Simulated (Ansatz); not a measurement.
Y2Ti2S2O5 (I4/mmm), computed twice by G0W0.

It takes space group I4/mmm (No. 139, tetragonal). Conventional cell: a = 3.796 Å, b = 3.796 Å, c = 23.091 Å, α = 90.00°, β = 90.00°, γ = 90.00°. Nearest to Y lie 4 O at 2.46 Å and 5 S at 2.83 to 2.96 Å. Ti has 5 O at 1.81 to 1.96 Å and 1 S at 2.93 Å nearest. Nearest to S lie 5 Y at 2.83 to 2.96 Å and 1 Ti at 2.93 Å. Nearest to O lie 2 Ti at 1.81 Å. Nearest to O lie 2 Ti at 1.96 Å and 2 Y at 2.46 Å. Farther neighbours and most contacts between anions are not listed.

```yaml
crystal:
  lattice:
    - [-1.89800, 1.89800, 11.54533]
    - [1.89800, -1.89800, 11.54533]
    - [1.89800, 1.89800, -11.54533]
  atoms:
    - { symbol: Y, position: [0.66670, 0.66670, 0.00000] }
    - { symbol: Y, position: [0.33330, 0.33330, 0.00000] }
    - { symbol: Ti, position: [0.92149, 0.92149, 0.00000] }
    - { symbol: Ti, position: [0.07851, 0.07851, 0.00000] }
    - { symbol: S, position: [0.79475, 0.79475, 0.00000] }
    - { symbol: S, position: [0.20525, 0.20525, 0.00000] }
    - { symbol: O, position: [0.00000, 0.00000, 0.00000] }
    - { symbol: O, position: [0.90080, 0.40081, 0.50000] }
    - { symbol: O, position: [0.59920, 0.09920, 0.50000] }
    - { symbol: O, position: [0.40081, 0.90080, 0.50000] }
    - { symbol: O, position: [0.09920, 0.59920, 0.50000] }
```

The cell and positions are those that the Materials Project relaxed with its own functionals (PBE, PBE+U or r2SCAN), kept fixed.

The first (Ansatz 0.2.0; start r2SCAN, 6×6×6 mesh, 125 empty bands, screening to 48 eV, PAW set soft_1 files; 1 × NVIDIA GB200 with 24 threads of Arm Neoverse V2, shared host) gave, on its mesh: starting gap 1.16 eV, G0W0 gap 2.85 eV, RPA ε∞ (mean) 5.82, 51 s.

The second gave: starting gap 1.16 eV, G0W0 gap 2.78 eV, RPA ε∞ (mean) 5.74, 1.8 min.

Question: What was changed in the input? Choose among start, files, mesh, bands and cutoff, frequency model or another key.

Changed: empty bands from 125 to 355 and screening cutoff (eV) from 48 to 96. The starting gap stayed, which rules out the functional and points to the GW step. Other changes could give like numbers; this is the one that was made.

Limits: not at the basis limit; no spin-orbit coupling.

[Paths, hosts, dates, memory and timing lines, banners, echoed tables and standing remarks are left out of the program output.]

[Logs are printed without paths, hosts, clocks, repeated set-up lines and the standing remarks that a program may print on its own settings, such as how far it seeks lower states.]

[Runs of the session that timed out or met a known fault of the program may be left out.]

[Cells called generated may have been cut or substituted from an entry of the Crystallography Open Database or the Materials Project.]

[Hosts, paths, dates, database ids (printed as entryN), source tags and the programs' standing remarks are cut or masked in the printed files.]
